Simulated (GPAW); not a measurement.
Consider CsH3O2 (Amm2).

```xyz
6
Lattice="4.2502 0.0000 0.0000 0.0000 2.2126 4.0236 0.0000 -2.2126 4.0236" Properties=species:S:1:pos:R:3 pbc="T T T"
Cs    0.0000    0.0000    7.9291
O     2.1251    0.0000    2.6882
O     2.1251    0.0000    5.4681
H     2.1251    0.8442    2.1079
H     2.1251   -0.8442    2.1079
H     2.1251    0.0000    4.4941
```

Absorber: atom 3, with 1 H at 0.97 Å, 2 H at 1.52 Å, 2 Cs at 3.25 Å and 4 Cs at 3.44 Å (9-fold, site symmetry mm2). Method: GPAW, LDA, full core hole (charged cell), 18-atom cell with 6.1 Å between holes, 4×4×4 k points, dipole transitions, Gaussian full width 0.9 eV up to 4 eV, rising linearly to 3.5 eV at 25 eV.

Q: Where do the maxima of the O K edge fall?

Main maxima up to 24 eV above the zero (height): 2.5 eV (1.88), 3.9 eV (1.53), 7.8 eV (2.04), 14.1 eV (0.59) and 18.8 eV (0.72). A K edge sees empty p states on the absorber. The total-energy difference plus the lowest empty eigenvalue puts the zero at 535.79 eV. One term is added: -8.83 eV, since the hole is spin-paired here and a spin-polarised one costs that much less in the free atom (computed apart). The photon energy is then 526.96 eV. The functional and the charged cell's background leave an error in such absolute values: in the free atom LDA prices this hole 4.1 eV below PBE (computed apart), and PBE is itself good to a few eV.

The O K spectrum (energy from the lowest empty level; intensity scaled to a mean of 1 over the first 20 eV; polarised curves are means over the symmetry-equivalent atoms):

```
E (eV)  isotropic  ε ∥ x  ε ∥ y  ε ∥ z
  -2.0       0.00   0.00   0.00   0.00
  -1.5       0.00   0.00   0.00   0.00
  -1.0       0.00   0.00   0.00   0.00
  -0.5       0.00   0.00   0.00   0.01
   0.0       0.03   0.01   0.01   0.07
   0.5       0.15   0.04   0.04   0.38
   1.0       0.50   0.14   0.19   1.17
   1.5       1.00   0.67   0.67   1.65
   2.0       1.60   1.73   1.32   1.76
   2.5       1.88   1.99   1.61   2.04
   3.0       1.65   1.47   1.54   1.93
   3.5       1.48   1.27   1.46   1.70
   4.0       1.52   1.38   1.28   1.92
   4.5       1.26   1.10   0.79   1.88
   5.0       1.07   0.68   0.54   2.00
   5.5       1.36   0.37   0.47   3.25
   6.0       1.79   0.25   0.58   4.55
   6.5       1.97   0.26   0.92   4.72
   7.0       1.98   0.39   1.81   3.76
   7.5       2.02   0.55   3.16   2.34
   8.0       2.02   0.72   3.84   1.49
   8.5       1.78   0.94   3.17   1.22
   9.0       1.43   1.21   2.00   1.07
   9.5       1.13   1.32   1.19   0.87
  10.0       0.86   1.13   0.77   0.67
  10.5       0.62   0.80   0.53   0.53
  11.0       0.48   0.54   0.41   0.48
  11.5       0.45   0.46   0.39   0.50
  12.0       0.48   0.49   0.42   0.53
  12.5       0.52   0.56   0.45   0.56
  13.0       0.55   0.62   0.45   0.59
  13.5       0.58   0.68   0.43   0.63
  14.0       0.59   0.71   0.41   0.66
  14.5       0.58   0.73   0.39   0.64
  15.0       0.56   0.72   0.38   0.58
  15.5       0.54   0.71   0.38   0.52
  16.0       0.53   0.71   0.40   0.48
  16.5       0.55   0.75   0.43   0.48
  17.0       0.59   0.81   0.46   0.50
  17.5       0.64   0.89   0.50   0.54
  18.0       0.69   0.95   0.54   0.58
  18.5       0.71   0.98   0.56   0.60
  19.0       0.71   0.96   0.56   0.62
  19.5       0.69   0.90   0.55   0.63
  20.0       0.66   0.82   0.53   0.62
  20.5       0.61   0.73   0.50   0.61
  21.0       0.57   0.66   0.47   0.60
  21.5       0.54   0.60   0.44   0.58
  22.0       0.51   0.56   0.41   0.57
  22.5       0.50   0.55   0.39   0.56
  23.0       0.50   0.57   0.37   0.56
  23.5       0.51   0.59   0.36   0.57
  24.0       0.53   0.63   0.37   0.60
  24.5       0.57   0.67   0.40   0.64
  25.0       0.62   0.72   0.45   0.70
  25.5       0.69   0.78   0.52   0.76
  26.0       0.76   0.85   0.60   0.83
  26.5       0.83   0.91   0.67   0.90
  27.0       0.88   0.97   0.72   0.94
  27.5       0.90   1.02   0.74   0.95
  28.0       0.89   1.03   0.72   0.93
  28.5       0.86   1.02   0.68   0.89
  29.0       0.81   0.98   0.62   0.84
  29.5       0.76   0.91   0.57   0.80
  30.0       0.71   0.82   0.54   0.77
  30.5       0.67   0.72   0.52   0.77
  31.0       0.64   0.63   0.52   0.77
```

The crystal has 2 inequivalent O sites and not all are shown here, while a measurement adds them all. The holes are only 6.1 Å apart, so the shape is probably not converged with cell size; no larger cell was run here. The mesh is coarse (0.27 Å⁻¹ between points), so small maxima may be mesh ripples. The structure is a computed Materials Project entry and may be a hypothetical form.

[Banner, clock and machine lines of the logs are left out without a mark of their own.]

[Logs are printed without paths, hosts, clocks, repeated set-up lines and the standing remarks that a program may print on its own settings, such as how far it seeks lower states.]

[Hosts, paths, dates, database ids (printed as entryN), source tags and the programs' standing remarks are cut or masked in the printed files.]

[Lists of maxima count a maximum above −3 eV only where it reaches 4 % of the highest in the window and stands out from its surroundings by 2 % of it (1.5 % where it reaches 55 %); shoulders and weaker maxima are passed over, and of the rest the first, up to two pre-edge ones and the few strongest are named.]
